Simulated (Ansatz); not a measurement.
## From HSE06 to G0W0: Cs2AgSbBr6 (Fm-3m)

Wanted: the gap of Cs2AgSbBr6 (Fm-3m) with a many-body correction, and the time that it takes.

Method: HSE06, then G0W0 on it, plane waves, PAW, in Ansatz 0.2.0.

**The experiments to reproduce.**

- Gap 2.18 eV: indirect optical gap from Tauc plot; photothermal deflection spectroscopy; film (solution-processed film on quartz, about 200 nm thick) (“Bandgap Lowering in Mixed Alloys of Cs2Ag(SbxBi1-x)Br6 Double Perovskite Thin Films”, 2020, arxiv:2007.00388).

In doubt: masses and optical values from hybrid runs of this build are listed as unsure (step 3), which bears on the screening that GW takes from such a start; one-shot GW on d or f shells is unsure (step 3), so the values of those runs are not to be relied on.

### 1. The starting structure

It takes space group Fm-3m (No. 225, cubic). The conventional cell has a = 11.379 Å, b = 11.379 Å, c = 11.379 Å, α = 90.00°, β = 90.00°, γ = 90.00°. Nearest to Cs lie 12 Br at 4.02 Å. Nearest to Ag lie 6 Br at 2.86 Å. Nearest to Sb lie 6 Br at 2.83 Å. Nearest to Br lie 1 Sb at 2.83 Å and 1 Ag at 2.86 Å and 4 Cs at 4.02 Å. Farther neighbours and most contacts between anions are not listed.

The cell and positions are those that the Materials Project relaxed with its own functionals (PBE, PBE+U or r2SCAN), kept fixed. Spin-orbit coupling is left out unless a step names it. The default PAW set here is soft_2. Its files were made with PBE.

### 2. The starting point: HSE06

HSE06 mixes in a quarter of exact exchange at short range.

This step: DFT, HSE06, plane waves, PAW.

input.yaml reads:

```yaml
crystal:
  lattice:
    - [0.0, 5.689253, 5.689253]
    - [5.689253, 0.0, 5.689253]
    - [5.689253, 5.689253, 0.0]
  atoms:
    - { symbol: Cs, position: [0.75, 0.75, 0.75] }
    - { symbol: Cs, position: [0.25, 0.25, 0.25] }
    - { symbol: Ag, position: [0.5, 0.5, 0.5] }
    - { symbol: Sb, position: [0.0, 0.0, 0.0] }
    - { symbol: Br, position: [0.751554, 0.248446, 0.248446] }
    - { symbol: Br, position: [0.248446, 0.248446, 0.751554] }
    - { symbol: Br, position: [0.248446, 0.751554, 0.751554] }
    - { symbol: Br, position: [0.248446, 0.751554, 0.248446] }
    - { symbol: Br, position: [0.751554, 0.248446, 0.751554] }
    - { symbol: Br, position: [0.751554, 0.751554, 0.248446] }
kpoints:
  mp_grid: { grid: [2, 2, 2] }
  band_path:
    path:
      - [0.0, 0.0, 0.0]
      - [0.5, 0.0, 0.5]
      - [0.625, 0.25, 0.625]
      - [0.375, 0.375, 0.75]
      - [0.5, 0.5, 0.5]
      - [0.5, 0.25, 0.75]
      - [0.5, 0.4, 0.6]
    npoints: 1
hamiltonian:
  xc: hse06
scf:
  occupations: { method: fixed }
  n_extra_bands: 7
output:
  eigenvalues: true
```

The run is started by

```
> ansatz run input.yaml --threads 16 --pin off --max-ram 82944MiB --backend cuda --events-out ev --progress --plain --runs-dir out --devices 1 --max-vram 78GiB
```

Numbers of over 12 decimals in the logs are rounded to 6 here.

What it wrote:

```text
scf.n_extra_bands = 7 over 47 filled bands (N_el = 94.0): the run solves 54 bands
GPUs: using 1 of 1 available (devices: 1).
Engine: ansatz 0.2.0, aarch64-unknown-linux-gnu
Pseudopotentials: kind: paw
Pseudopotential: Cs, paw, valence charge 9, recommended cutoff 420 eV (normal), Cs.paw.azcp
Pseudopotential: Ag, paw, valence charge 19, recommended cutoff 420 eV (normal), Ag.paw.azcp
Pseudopotential: Sb, paw, valence charge 15, recommended cutoff 420 eV (normal), Sb.paw.azcp
Pseudopotential: Br, paw, valence charge 7, recommended cutoff 420 eV (normal), Br.paw.azcp
Functional definition: HSE06
  parameter a = 0.25
  parameter omega = 0.11/bohr
  exchange = pbe_x - a*pbe_x_sr(omega) + a*exact_x_sr(omega)
  correlation = pbe_c
davidson cushion auto → on  (no smearing: the cushion is to keep the highest requested band from converging to the state above it; pin scf.eigensolver.cushion to override)
[...]
Crystal: 10 atoms, lattice volume = 368.295 Å³
Basis set: ecut = 420 eV, 7239 PW (Γ)
Bands: 54, of which v1, the nominal top of the filled ones, is band 47 counted from 1 (46 counted from 0)
Symmetry: 48 space group operations
Space group: Fm-3m (ITA 225), of the structure as read, at distance tolerance 7.2e-5 Å
k-points: 3 of 8
Non-local potential: Cs, projectors of the file, l = 0: 3, l = 1: 2, l = 2: 2, l = 3: 2
Non-local potential: Ag, projectors of the file, l = 0: 3, l = 1: 2, l = 2: 2, l = 3: 1
Non-local potential: Sb, projectors of the file, l = 0: 2, l = 1: 2, l = 2: 2, l = 3: 2
Non-local potential: Br, projectors of the file, l = 0: 2, l = 1: 2, l = 2: 2
PAW form: soft (Blöchl's): semilocal exchange-correlation on the pseudo side does not see the compensation charge
PAW frozen core: Cs, regenerated for the run's functional, and the local potential with it (the file was generated under x = pbe(κ = 0.804, μ = 0.219515), c = pbe(β = 0.066725))
PAW frozen core: Ag, regenerated for the run's functional, and the local potential with it (the file was generated under x = pbe(κ = 0.804, μ = 0.219515), c = pbe(β = 0.066725))
PAW frozen core: Sb, regenerated for the run's functional, and the local potential with it (the file was generated under x = pbe(κ = 0.804, μ = 0.219515), c = pbe(β = 0.066725))
PAW frozen core: Br, regenerated for the run's functional, and the local potential with it (the file was generated under x = pbe(κ = 0.804, μ = 0.219515), c = pbe(β = 0.066725))
PAW one-centre angular grid: Cs, 194 points (default); XC on 96 Gauss nodes
PAW one-centre angular grid: Ag, 590 points (default); XC on 96 Gauss nodes
PAW one-centre angular grid: Sb, 590 points (default); XC on 64 Gauss nodes
[...]
Initial density: superposition of atomic densities (neutral atoms: chi_scale 0, normalization atom), corrected by the library's trained network
Initial wavefunctions: pseudopotential atomic-orbital guess
[...]
Functional: x = pbe(κ = 0.804, μ = 0.219515), c = pbe(β = 0.066725), warm-up for x = pbe(κ = 0.804, μ = 0.219515) + 0.25 (exact − pbe) at short range (hse, ω = 0.207870 Å⁻¹), c = pbe(β = 0.066725); HSE06 as pw.x's `hse` composes it (authors' and Libxc's form: `xc: wpbeh`)
SCF iter   1: F=—  HF=-42126.389906 eV  |F-HF|=—  |Δ(HF+E_count)|=         —  Δρ=1.02e-3  dr2=3.74e-3  ethr=1.77e-3  ⟨swp⟩=15.0  Hψ=713  notcnv=1
preconditioner: auto → none  [insulator: Δε(μ)=0.849 eV  Ē_g=9.406 eV  n_scr=58 (ndim 8)  ℏωp=16.4 eV  f_vac=0.046]
SCF iter   2: F=—  HF=-42126.394448 eV  |F-HF|=—  |Δ(HF+E_count)|=   4.54e-3  Δρ=4.20e-4  dr2=4.16e-4  ethr=3.98e-6  ⟨swp⟩=7.7  Hψ=691  notcnv=0  defer=12
[...]
SCF iter   5: F=-42126.394660 eV  HF=-42126.394664 eV  |F-HF|=3.87e-6  |Δ(HF+E_count)|=   1.72e-5  Δρ=2.71e-5  dr2=7.93e-6  ethr=8.88e-9  ⟨swp⟩=5.0  Hψ=769  notcnv=0  defer=1
SCF 1 stopped early in 5 iterations: F = -42126.394660 eV  dr2 = 7.93e-6
  greatest PAW one-centre occupation: 1.000 electrons in one spin orbital (limit 2), on the Ag atom at site 2 (counted from 0), in its partial waves of l = 0
[...]
Exchange kernel: α = 0.2500, screened, ω = 0.2079 Å⁻¹, Wigner–Seitz truncation, v(0) = 1027.6881 eV·Å³, q-mesh 2×2×2, nearest image of the exchange supercell L = 16.09 Å, pair-density grid 30×30×30, without the augmentation charges, whose exchange is taken in its separable form by FFT convolution over the k-point mesh (sized by the pseudopotential files, 45×45×45 at the most), smooth part of the exact exchange by density-matrix convolution in up to 3.08 GiB of GPU memory as planned if the GPU has room (build and FFT work areas not counted)
Frozen-core exchange: fock
SCF iter   1: F=—  HF=-42155.424262 eV  |F-HF|=—  |Δ(HF+E_count)|=         —  Δρ=4.86e-3  dr2=1.33e-1  ethr=8.43e-8  ⟨swp⟩=12.3  Hψ=1074  notcnv=0
preconditioner: auto → none  [insulator: Δε(μ)=1.706 eV  Ē_g=10.906 eV  n_scr=58 (ndim 8)  ℏωp=16.4 eV  f_vac=0.046]
SCF iter   2: F=—  HF=-42155.399956 eV  |F-HF|=—  |Δ(HF+E_count)|=   2.43e-2  Δρ=2.49e-3  dr2=6.19e-2  ethr=8.43e-8  ⟨swp⟩=8.0  Hψ=885  notcnv=0
[...]
SCF iter   7: F=-42155.408232 eV  HF=-42155.408232 eV  |F-HF|=8.99e-8  |Δ(HF+E_count)|=   1.04e-5  Δρ=1.27e-5  dr2=2.45e-6  ethr=3.80e-8  ⟨swp⟩=3.0  Hψ=428  notcnv=0
SCF 2 stopped early in 7 iterations: F = -42155.408232 eV  dr2 = 2.45e-6
  greatest PAW one-centre occupation: 1.001 electrons in one spin orbital (limit 2), on the Ag atom at site 2 (counted from 0), in its partial waves of l = 1
hybrid outer 1: dexx = +2.671e-2 eV, tail = 1.09e-4 eV
[...]
Exchange kernel: α = 0.2500, screened, ω = 0.2079 Å⁻¹, Wigner–Seitz truncation, v(0) = 1027.6881 eV·Å³, q-mesh 2×2×2, nearest image of the exchange supercell L = 16.09 Å, pair-density grid 30×30×30, without the augmentation charges, whose exchange is taken in its separable form by FFT convolution over the k-point mesh (sized by the pseudopotential files, 45×45×45 at the most), smooth part of the exact exchange by density-matrix convolution in up to 3.08 GiB of GPU memory as planned if the GPU has room (build and FFT work areas not counted)
Frozen-core exchange: fock
SCF iter   1: F=—  HF=-42155.409245 eV  |F-HF|=—  |Δ(HF+E_count)|=         —  Δρ=3.15e-5  dr2=2.82e-6  ethr=5.78e-7  ⟨swp⟩=3.3  Hψ=390  notcnv=0
[...]
SCF iter   2: F=—  HF=-42155.409246 eV  |F-HF|=—  |Δ(HF+E_count)|=   1.45e-6  Δρ=1.72e-5  dr2=6.07e-7  ethr=2.15e-9  ⟨swp⟩=5.3  Hψ=590  notcnv=0  defer=1
SCF iter   3: F=—  HF=-42155.409247 eV  |F-HF|=—  |Δ(HF+E_count)|=   7.14e-7  Δρ=5.40e-6  dr2=1.41e-7  ethr=5.45e-10  ⟨swp⟩=5.3  Hψ=506  notcnv=0  defer=1
iter 4 solved again at ethr=1.21e-11 eV; its pass at ethr=1.39e-10 eV (dr2=1.14e-8 eV) is discarded
SCF iter   4: F=-42155.409247 eV  HF=-42155.409247 eV  |F-HF|=7.66e-9  |Δ(HF+E_count)|=   4.81e-8  Δρ=2.20e-6  dr2=1.27e-8  ethr=1.21e-11  ⟨swp⟩=3.0  Hψ=813  notcnv=0
SCF 3 converged in 4 iterations: F = -42155.409247 eV  dr2 = 1.27e-8
hybrid outer 2: dexx = +1.334e-6 eV, tail = 6.64e-8 eV, Δε = 2.91e-3 eV (about 7.99e-5 eV left of the loop's levels)
[...]
NSCF: frozen V_eff on 7 k-points
hybrid SCF converged: 2 outer / 11 inner (+5 warm-up), last move |dexx| = 1.33e-6 eV, tail = 6.64e-8 eV
Stability not checked: this state was not tested for a lower state beside it, because the functional holds exact exchange (a hybrid, or Hartree-Fock), whose exchange loop this test does not read (fock_operator; see scf.lower_state_search)
Free energy (F): -42155.409247 eV
Frozen-core exchange: fock
Harris-Foulkes:  -42155.409247 eV  (|F-HF|=7.66e-9)
Internal energy: -42155.409247 eV  (E = F + TS)
E sigma→0 (E₀):  -42155.409247 eV
Fermi energy:    3.384084 eV
--- Per-component energies (eV) ---
  E_band       = -1064.282377
  E_kinetic    = 1814.826141
  E_local      = -8568.487578  (includes V_loc(G=0)·N_el)
  E_nonlocal   = 924.494991
  E_hartree    = 3572.999404
  E_xc         = -1785.938376
  E_vxc        = -962.509796  (∫ρ·V_xc dr)
  E_exx        = -231.982493  (= α·E_x^exact, valence–valence)
  E_paw        = -32358.984757  (= ΣΔE_a)
  E_vpaw       = -954.638776  (= ΣTr[D̂ρ^β])
  E_aug_tail   = 0.000321  (compensation charges beyond the density's cutoff)
  E_ewald      = -5519.288455
  E_core_change = -3.048443  (= ΣΔE_core)
  E_smearing   = -0.000000  (= −TS)
  E_closure    = 0.000000  (closes the sum)
  Σ components = -42155.409247   (vs F -42155.409247, Δ=0.00e0)
--- Band table (eV) ---
  k-point 0: bands = [... 43 lower, 1.8261, 1.8261, 2.1383, 2.1383, 6.0851, 6.0851, 6.0851, 7.7818, ... 3 higher]
  k-point 1: bands = [... 43 lower, 1.5408, 1.6971, 1.6971, 2.2683, 5.0516, 7.3348, 7.3348, 9.1047, ... 3 higher]
  k-point 2: bands = [... 43 lower, 1.3791, 1.8121, 2.1322, 3.3841, 6.5119, 6.5119, 6.8358, 8.4430, ... 3 higher]
```

Run time: 5.7 s. Hardware: 1 × NVIDIA GB200 (shared by 2 runs) with 16 threads of Arm Neoverse V2, shared host; peak memory 1.4 GiB.

Numbers from this step:

```
gap                     : 1.668 eV
valence top at          : X
conduction bottom at    : L
least direct gap        : 2.692 eV
exact-exchange fraction : 0.25
```

Over mesh and listed points the gap is 1.668 eV, from k = (0.500, 0.000, 0.500) to k = (0.500, 0.500, 0.500). The least direct gap found is 2.692 eV, at k = (0.500, 0.400, 0.600).

### 3. G0W0 on the 4×4×4 mesh

G0W0 replaces the xc potential by a self-energy built once from the orbitals of the start. Levels are corrected in the window of bands that the input names, at points of the mesh.

This step: G0W0 on HSE06, plane waves, PAW.

input.yaml: that of step 2 with these lines changed.

```diff
@@ -17,19 +17,13 @@
 kpoints:
-  mp_grid: { grid: [2, 2, 2] }
-  band_path:
-    path:
-      - [0.0, 0.0, 0.0]
-      - [0.5, 0.0, 0.5]
-      - [0.625, 0.25, 0.625]
-      - [0.375, 0.375, 0.75]
-      - [0.5, 0.5, 0.5]
-      - [0.5, 0.25, 0.75]
-      - [0.5, 0.4, 0.6]
-    npoints: 1
+  mp_grid: { grid: [4, 4, 4] }
 hamiltonian:
   xc: hse06
+  pseudopotentials: { kind: paw, source: ansatz }
 scf:
   occupations: { method: fixed }
-  n_extra_bands: 7
-output:
-  eigenvalues: true
+gw:
+  n_empty_bands: 1536
+  ecut_chi: 150.0
+  qp_bands: [v3, c3]
+  qp_kpoints: band_edges
+  screening: { model: contour_deformation }
```

What it wrote:

```text
GPUs: using 1 of 1 available (devices: 1).
[...]
Crystal: 10 atoms, lattice volume = 368.295 Å³
Basis set: ecut = 680 eV, 14841 PW (Γ)
Bands: 96, of which v1, the nominal top of the filled ones, is band 80 counted from 1 (79 counted from 0)
Symmetry: 48 space group operations
[...]
k-points: 8 of 64
[...]
SCF iter   1: F=—  HF=-65095.512671 eV  |F-HF|=—  |Δ(HF+E_count)|=         —  Δρ=4.96e-2  dr2=1.62e1  ethr=1.00e-1  ⟨swp⟩=9.1  Hψ=2436  notcnv=0
[...]
SCF iter   2: F=—  HF=-65089.585998 eV  |F-HF|=—  |Δ(HF+E_count)|=    5.93e0  Δρ=1.79e-2  dr2=1.96e0  ethr=1.01e-2  ⟨swp⟩=5.5  Hψ=2239  notcnv=0  defer=3
[...]
SCF iter   7: F=-65088.900697 eV  HF=-65088.900638 eV  |F-HF|=5.93e-5  |Δ(HF+E_count)|=   5.32e-4  Δρ=1.13e-4  dr2=3.75e-5  ethr=6.21e-7  ⟨swp⟩=4.6  Hψ=2248  notcnv=0  defer=1
SCF 1 stopped early in 7 iterations: F = -65088.900697 eV  dr2 = 3.75e-5
[...]
hybrid outer 1: dexx = +3.459e-2 eV, tail = 1.72e-4 eV
[...]
SCF 3 converged in 4 iterations: F = -65118.017512 eV  dr2 = 2.40e-8
[...]
guard bands above this table: 9 of the run's 96 bands. The solve was not asked for them (output.publish_guard_bands: true or output.eigenvalues: true publishes all)
--- G₀W₀: contour deformation, 7 samples at zero and on the imaginary axis and 2 off it, 64 q-points, 1536 empty bands' worth ---
  eigenvalues of the whole cell's RPA ε∞ on this k-mesh (on a slab, of 1 + 4πα/V) = 3.8724, 3.8724, 3.8724; static W/v taken at q = 0 is 0.258237
  bands read: the sum over 1616 bands ends inside a degenerate multiplet in 3 slots, whose members it reads at an even weight; the widest, k=1: bands 1616 to 1617 (counted from 1) at 1/2 each
  gw.qp_kpoints: band_edges: 8 of 8 stored k-points solved, in 1 pass; an edge of the gap read off the rows below is read off those points alone
    ik  band        ε_KS         Σx   Σc(E_QP)       V_xc       Z   E_QP_lin       E_QP  E_QP is
     0    78      3.1860   -19.7510     2.2071   -16.8211  0.7698     2.4519     2.4632  root
     0    79      3.5135   -24.7231     2.3703   -21.9943  0.7687     3.1525     3.1549  root
     0    80      3.5135   -24.7231     2.3703   -21.9943  0.7687     3.1525     3.1549  root
     0    81      7.4670    -9.3252    -3.3810   -12.9029  0.7974     7.6643     7.6637  root
     0    82      7.4670    -9.3252    -3.3810   -12.9029  0.7974     7.6643     7.6637  root
     0    83      7.4670    -9.3252    -3.3810   -12.9029  0.7974     7.6643     7.6637  root
     1    78      3.1697   -18.3055     1.3627   -16.3650  0.7709     2.5837     2.5919  root
     1    79      3.2122   -22.2521     2.3288   -19.3938  0.7666     2.6766     2.6827  root
     1    80      3.2122   -22.2521     2.3288   -19.3938  0.7666     2.6766     2.6827  root
     1    81      6.9556    -9.5318    -3.3267   -13.0307  0.8020     7.1283     7.1279  root
     1    82      8.0851   -10.5895    -3.4333   -14.2419  0.7849     8.3051     8.3042  root
     1    83      8.0851   -10.5895    -3.4333   -14.2419  0.7849     8.3051     8.3042  root
     2    78      3.0615   -21.4255     2.3704   -18.4630  0.7642     2.4614     2.4695  root
     2    79      3.0615   -21.4255     2.3704   -18.4630  0.7642     2.4614     2.4695  root
     2    80      3.6467   -18.1206     1.0149   -16.5516  0.7795     3.0866     3.0925  root
     2    81      6.4241    -9.3671    -3.3083   -12.8305  0.8062     6.5794     6.5791  root
     2    82      8.7239   -11.7198    -3.6029   -15.5575  0.7647     8.9603     8.9587  root
     2    83      8.7239   -11.7198    -3.6029   -15.5575  0.7647     8.9603     8.9587  root
     3    78      3.1789   -19.7320     2.2085   -16.8002  0.7697     2.4443     2.4557  root
     3    79      3.5103   -24.7314     2.3777   -21.9951  0.7684     3.1492     3.1516  root
     3    80      3.6548   -19.9773     1.3857   -18.0913  0.7765     3.1496     3.1544  root
     3    81      7.6951    -9.7493    -3.4300   -13.3813  0.7923     7.8978     7.8972  root
     3    82      7.6951    -9.7493    -3.4300   -13.3813  0.7923     7.8978     7.8972  root
     3    83      7.8309   -11.1144    -3.3717   -14.6874  0.7889     8.0330     8.0323  root
     4    78      3.0055   -20.2030     2.2852   -17.2414  0.7666     2.3186     2.3292  root
     4    79      3.2362   -22.8238     2.3496   -19.9888  0.7660     2.7457     2.7508  root
     4    80      4.2927   -20.6051     1.1966   -18.9360  0.7837     3.8167     3.8202  root
     4    81      7.1010    -9.7858    -3.3809   -13.3416  0.7992     7.2763     7.2758  root
     4    82      8.3073   -10.9274    -3.5195   -14.6697  0.7783     8.5312     8.5302  root
     4    83      8.4406   -11.1757    -3.5522   -14.9521  0.7747     8.6658     8.6647  root
     5    78      2.9837   -19.6677     2.2783   -16.6652  0.7672     2.2474     2.2595  root
     5    79      3.0421   -21.2704     2.3494   -18.3239  0.7641     2.4370     2.4451  root
     5    80      3.9472   -20.0077     1.2211   -18.2998  0.7808     3.4564     3.4604  root
     5    81      7.1130   -10.5313    -3.2658   -13.9742  0.7986     7.2905     7.2901  root
     5    82      7.8944   -10.0852    -3.4783   -13.7701  0.7877     8.1017     8.1010  root
     5    83      8.7155   -11.6886    -3.5987   -15.5222  0.7656     8.9519     8.9504  root
     6    78      3.1718   -19.7131     2.2100   -16.7795  0.7697     2.4367     2.4482  root
     6    79      3.5071   -24.7433     2.3878   -21.9959  0.7680     3.1451     3.1475  root
     6    80      4.7693   -21.7859     1.1988   -20.1540  0.7868     4.3337     4.3362  root
     6    81      7.8953   -10.0208    -3.4884   -13.7152  0.7880     8.1019     8.1012  root
     6    82      7.8953   -10.0208    -3.4884   -13.7152  0.7880     8.1019     8.1012  root
     6    83      8.2198   -10.4360    -3.5760   -14.2233  0.7804     8.4320     8.4311  root
     7    78      2.9335   -19.6360     2.2883   -16.6255  0.7666     2.1991     2.2112  root
     7    79      2.9950   -22.7665     2.4533   -19.8279  0.7609     2.5042     2.5098  root
     7    80      4.6554   -21.5940     1.2186   -19.9335  0.7860     4.2107     4.2134  root
     7    81      7.7265   -10.7689    -3.4312   -14.3980  0.7902     7.9250     7.9244  root
     7    82      8.0695   -10.2951    -3.5312   -14.0357  0.7837     8.2798     8.2789  root
     7    83      8.0695   -10.2951    -3.5312   -14.0357  0.7837     8.2798     8.2789  root
```

Elapsed: 5.6 min, on 1 × NVIDIA GB200 (shared by 2 runs) with 16 threads; peak memory 11 GiB.

This step gave:

```yaml
bands_summed: 1616
rpa_eps_infinity_on_this_mesh_eigenvalues: 3.872, 3.872, 3.872
plane_waves_in_the_screening_matrix: 1471
q_points_in_the_mesh: 64
g0w0_gap_over_the_corrected_points: 2.243 eV
k_of_the_valence_top: 0, -0.5, -0.5
k_of_the_conduction_bottom: 0, 0, -0.5
starting_gap_on_the_mesh: 1.655 eV
z_at_the_valence_top: 0.7868
z_at_the_conduction_bottom: 0.8062
least_direct_g0w0_gap_over_the_corrected_points: 3.456 eV
```

Over all 8 irreducible mesh points the G0W0 gap is 2.243 eV, from k = (0.000, -0.500, -0.500) to k = (0.000, 0.000, -0.500). The HSE06 gap of this run on the mesh is 1.655 eV. The two states that bound the G0W0 gap lie that far apart at the start, so the correction of the gap is 2.243 − 1.655 = +0.588 eV. The start of this run differs from the step before in mesh (2×2×2 and 4×4×4), files (soft_2 PAW and hard PAW) and plane-wave cutoff (420 eV and 680 eV).

Labels follow the order of the start: v1 is the top filled band, c1 the lowest empty one; levels that stay degenerate share a row, the window can cut a multiplet, doubted levels are not marked in this list, bands outside the window were not corrected, and the list may be a part of the corrected levels. Levels before and after the correction, in eV, zero at the valence-band top of each column:

|  | conduction bottom | valence top |
| --- | --- | --- |
| HSE06 | 1.65 | 0.00 |
| G0W0 | 2.24 | 0.00 |

|  | level | occupation | energy (eV) |
| --- | --- | --- | --- |
| HSE06 | (0 0 -0.5) v3-v2 | 2 | -1.708 |
| HSE06 | (0 0 -0.5) v1 | 2 | -1.123 |
| HSE06 | (0 0 -0.5) c1 | 0 | 1.655 |
| HSE06 | (0 0 -0.5) c2-c3 | 0 | 3.955 |
| HSE06 | (0 -0.5 -0.5) v3 | 2 | -1.598 |
| HSE06 | (0 -0.5 -0.5) v2 | 2 | -1.262 |
| HSE06 | (0 -0.5 -0.5) v1 | 2 | 0.000 |
| HSE06 | (0 -0.5 -0.5) c1-c2 | 0 | 3.126 |
| HSE06 | (0 -0.5 -0.5) c3 | 0 | 3.451 |
| G0W0 | (0 0 -0.5) v3-v2 | 2 | -1.867 |
| G0W0 | (0 0 -0.5) v1 | 2 | -1.244 |
| G0W0 | (0 0 -0.5) c1 | 0 | 2.243 |
| G0W0 | (0 0 -0.5) c2-c3 | 0 | 4.622 |
| G0W0 | (0 -0.5 -0.5) v3 | 2 | -1.888 |
| G0W0 | (0 -0.5 -0.5) v2 | 2 | -1.189 |
| G0W0 | (0 -0.5 -0.5) v1 | 2 | 0.000 |
| G0W0 | (0 -0.5 -0.5) c1-c2 | 0 | 3.765 |
| G0W0 | (0 -0.5 -0.5) c3 | 0 | 4.095 |

The parts of the quasiparticle energy for the two states that bound the G0W0 gap, in eV on the run's own scale (QP = start + Σx + Σc − Vxc, with Σc at the quasiparticle energy):

| edge | k | band | start | Σx | Σc | Vxc | Z | QP |
| --- | --- | --- | --- | --- | --- | --- | --- | --- |
| valence top | (0.000, -0.500, -0.500) | 80 | 4.769 | −21.786 | 1.199 | −20.154 | 0.787 | 4.336 |
| conduction bottom | (0.000, 0.000, -0.500) | 81 | 6.424 | −9.367 | −3.308 | −12.831 | 0.806 | 6.579 |

For a hybrid start, Vxc holds its share of exact exchange.

(Continued in part 2 of 2.)

[Paths, hosts, dates, memory and timing lines, banners, echoed tables and standing remarks are left out of the program output.]

[Logs are printed without paths, hosts, clocks, repeated set-up lines and the standing remarks that a program may print on its own settings, such as how far it seeks lower states.]

[Runs of the session that timed out or met a known fault of the program may be left out.]

[Cells called generated may have been cut or substituted from an entry of the Crystallography Open Database or the Materials Project.]

[Hosts, paths, dates, database ids (printed as entryN), source tags and the programs' standing remarks are cut or masked in the printed files.]

[Where an RPA ε∞ is given, it is that of the G0W0 mesh and is not shown converged in it. Names of k-points follow the symmetry that the program found, which can be lower than the space group named. Band edges on a path are those of the sampled points; other points can move an edge, and change direct to indirect where valleys lie close.]

[Hybrid gaps are those of their k-mesh and are not shown converged in it.]
